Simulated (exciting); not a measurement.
# ZrBrN: the N K edge from the Bethe–Salpeter equation, part 2 of 2

How far do the exchange and direct terms reshape the N K edge of ZrBrN?

exciting sodium; X-ray absorption, core-level Bethe-Salpeter equation, exchange and statically screened direct term, Tamm-Dancoff, all-electron LAPW+lo LDA.

So far. Step 7 (A changed run): What this input changed: empty states in the screening from 82 to 8. Step 8 (Ground state with other settings): Against the second ground state the total energy moves by 767 meV an atom and the gap by 0.15 eV.

## (9) Another input

The input, input.xml:

```
<input>
  <title>ZrBrN</title>
  <structure speciespath="." autormt="false" epslat="1.0e-5">
    <crystal>
      <basevect>3.4526449059 1.9933854659 19.1822421087</basevect>
      <basevect>-3.4526449059 1.9933854659 19.1822421087</basevect>
      <basevect>0.0000000000 -3.9867709316 19.1822421087</basevect>
    </crystal>
    <species speciesfile="Zr.xml" rmt="2.240">
      <atom coord="0.1240294300 0.1240294300 0.1240294300"/>
      <atom coord="0.8759705700 0.8759705700 0.8759705700"/>
    </species>
    <species speciesfile="Br.xml" rmt="2.300">
      <atom coord="0.3923701400 0.3923701400 0.3923701400"/>
      <atom coord="0.6076298600 0.6076298600 0.6076298600"/>
    </species>
    <species speciesfile="N.xml" rmt="1.708">
      <atom coord="0.1950535500 0.1950535500 0.1950535500"/>
      <atom coord="0.8049464500 0.8049464500 0.8049464500"/>
    </species>
  </structure>
  <groundstate do="skip" xctype="LDA_PW" ngridk="3 3 3" rgkmax="4.5" gmaxvr="14" nempty="8" swidth="0.001" maxscl="100" epsengy="1e-5"/>
  <xs xstype="BSE" ngridk="3 3 3" ngridq="3 3 3" vkloff="0.097 0.273 0.493" rgkmax="4.5" nempty="54" gqmax="3" lmaxapwwf="5" lmaxemat="2" broad="0.01654" tevout="true">
    <energywindow intv="13.289 14.906" points="439"/>
    <screening screentype="full" nempty="82"/>
    <BSE xas="true" xasspecies="3" xasatom="1" xasedge="K" bsetype="singlet" nstlxas="1 50"/>
    <qpointset>
      <qpoint>0 0 0</qpoint>
    </qpointset>
    <plan>
      <doonly task="xsgeneigvec"/>
      <doonly task="writepmatxs"/>
      <doonly task="scrgeneigvec"/>
      <doonly task="scrwritepmat"/>
      <doonly task="screen"/>
      <doonly task="scrcoulint"/>
      <doonly task="exccoulint"/>
    </plan>
  </xs>
</input>
```

Run with:

```bash
OMP_NUM_THREADS=1 mpirun -n 4 exciting
```

Numbers of over 12 decimals in the logs are rounded to 6 here.

Output:

```text
| EXCITING SODIUM started for task xsgeneigvec ( 301)                          =
One-shot GS runs for BSE calculations
One-shot GS runs for k+qmt/2 grids
Info(xsgeneigvec): Generating eigenvectors for Q-point      1
Info(xsgeneigvec): Generation of eigenvectors finished
| EXCITING SODIUM started for task writepmatxs ( 320)                          =
Info(writepmatxs): Momentum matrix elements finished
| EXCITING SODIUM started for task scrgeneigvec ( 401)                         =
One-shot GS runs for BSE calculations
One-shot GS runs for k+qmt/2 grids
Info(xsgeneigvec): Generating eigenvectors for Q-point      1
Using screening GS parameters.
Info(xsgeneigvec): Generation of eigenvectors finished
| EXCITING SODIUM started for task scrwritepmat ( 420)                         =
Info(writepmatxs): Momentum matrix elements finished
Info(scrwritepmat): Momentum matrix elements for screening finished
| EXCITING SODIUM started for task screen ( 430)                               =
Info(screenlauncher): Calculating screening for unshifted q-grid.
Info(screenlauncher): Number of q points:       6
Info(screenlauncher): lowest (partially)  unoccupied state:     35
Info(screenlauncher): highest (partially) occupied state  :     34
Info(screenlauncher): number of occupied states considered:   34
Info(screenlauncher): number of unoccupied states considered:   83
Info(screenlauncher): Starting loop over q-points
Info(screenlauncher): Screening for unshifted q-grid finished
Info(screenlauncher): Screening finished
| EXCITING SODIUM started for task scrcoulint ( 440)                           =
Info(scrcoulintlauncher): Setting up screened Coulomb interaction matrix W.
Info(scrcoulintlauncher): Using momentum transfer vectors from list :   1 to  1
Info(scrcoulintlauncher): Calculating screened Coulomb interaction matrix W
Info(scrcoulintlauncher): Momentum transfer list index: iqmt=  1
Info(scrcoulintlauncher): Momentum transfer: vqmtl=   0.000   0.000   0.000
Info(scrcoulintlauncher): Calculating RR block of W
Info(scrcoulint): Inspecting occupations...
Info(setranges_modxs): Number of non-reduced k-points:       27
Info(setranges_modxs): Number of states considered:       89
Info(setranges_modxs): Number of (partially) occupied states:        2
Info(setranges_modxs): Highest (partially) occupied states:       34
Info(setranges_modxs): Number of (partially) unoccupied states:       55
Info(setranges_modxs): Lowest (partially) unoccupied states:       35
Info(scrcoulint): Selecting transitions...
Info(select_transitions): Inspecting transitions in the  band interval:
  lowest occupied state:   1
  highest occupied state:   2
  lowest unoccupied state:  35
  highest unoccupied state:  84
  Opening gap with a scissor of:      0.000/H      0.000/eV
Info(select_transitions): Number of participating transitions:    2700
Info(scrcoulint): Size of file SCCLI will be about     0.056326 GB
Info(scrcoulint): Using q-grid
Info(scrcoulint): Number of reduced q-points:      6
Info(scrcoulint): Number of non-reduced q-points:     27
ng(init2/xs): input%xs%gqmax >= gkmax:    3.000000000       2.634660422    
Warning(init2/xs): input%xs%gqmax >= gkmax:    3.000000000       2.634660422    
Warning(init2offs/xs): input%xs%gqmax >= gkmax:    3.000000000       2.634660422    
Warning(init2offs/xs): input%xs%gqmax >= gkmax:    3.000000000       2.634660422    
Warning(init2offs/xs): input%xs%gqmax >= gkmax:    3.000000000       2.634660422    
Warning(init2offs/xs): input%xs%gqmax >= gkmax:    3.000000000       2.634660422    
Warning(init2offs/xs): input%xs%gqmax >= gkmax:    3.000000000       2.634660422    
Warning(init2offs/xs): input%xs%gqmax >= gkmax:    3.000000000       2.634660422    
Warning(init2offs/xs): input%xs%gqmax >= gkmax:    3.000000000       2.634660422    
Warning(init2offs/xs): input%xs%gqmax >= gkmax:    3.000000000       2.634660422    
Abort is in progress...hit ctrl-c again to forcibly terminate
```

It took 9.9 min on 4 MPI ranks of Intel Xeon at 2.70GHz, shared host.

The run was cut off at its time limit.

What this input changed: basis cutoff rgkmax from 7 to 4.5.

## (10) From independent particles to the full kernel

```csv
level,curve passes 0.15 (eV),highest maximum (eV),its height
IP,0.5,4.5,0.79
RPA,0.7,4.5,0.76
singlet,-1.6,2.4,1.00
```

```csv
E (eV),IP,RPA,singlet
-4.0,0.01,0.01,0.03
-3.0,0.01,0.01,0.05
-2.0,0.02,0.02,0.10
-1.0,0.04,0.03,0.38
0.0,0.09,0.09,0.81
1.0,0.24,0.22,0.65
2.0,0.40,0.37,0.86
3.0,0.37,0.34,0.73
4.0,0.66,0.61,0.44
5.0,0.70,0.70,0.33
6.0,0.50,0.52,0.32
7.0,0.37,0.37,0.30
8.0,0.34,0.34,0.28
9.0,0.32,0.32,0.29
10.0,0.32,0.32,0.28
11.0,0.33,0.33,0.27
12.0,0.28,0.28,0.41
13.0,0.38,0.38,0.35
14.0,0.45,0.45,0.25
15.0,0.43,0.45,0.21
16.0,0.35,0.37,0.16
17.0,0.23,0.24,0.17
18.0,0.24,0.24,0.20
19.0,0.26,0.26,0.19
20.0,0.25,0.26,0.18
21.0,0.28,0.29,0.15
```

## (11) Outcome

```yaml
absorber_and_edge: N K, atom 5
surroundings: 4 Zr at 2.15 Å (distorted tetrahedral, site symmetry 3m)
first_bright_state: -0.98 eV from the Kohn–Sham onset, on this mesh
highest_maximum: 2.4 eV
cost_of_the_bse_run: 65 min on 4 MPI ranks of Intel Xeon at 2.70GHz, shared host; the last task ran on as many threads
```

**Reading.** Is a core exciton bound? Yes on this mesh: the first bright state (over 5 % of the brightest) lies at -0.98 eV from the Kohn–Sham onset and at -1.28 eV from the lowest bare transition of its own mesh. Exchange alone changes the independent-particle spectrum by 4 % r.m.s. A mesh of 27 points doesn't converge binding energies, and fine structure above the first lines is partly noise of the mesh. The kernel cutoff is low for a compact core orbital, so the effect of exchange is a lower bound. The zero comes from the unshifted 3×3×3 ground-state mesh; it is exact only where the band minimum lies on that mesh. The Kohn–Sham onset, 373 eV, is no photon energy: the scale needs a rigid shift. No quasiparticle correction widens the gap or stretches the bands. Vibrations and energy-dependent lifetimes are left out. The structure is a Materials Project entry, computed there, and may be a hypothetical form.

[Banner, clock and machine lines of the logs are left out without a mark of their own.]

[Logs are printed without paths, hosts, clocks, repeated set-up lines and the standing remarks that a program may print on its own settings, such as how far it seeks lower states.]

[Hosts, paths, dates, database ids (printed as entryN), source tags and the programs' standing remarks are cut or masked in the printed files.]
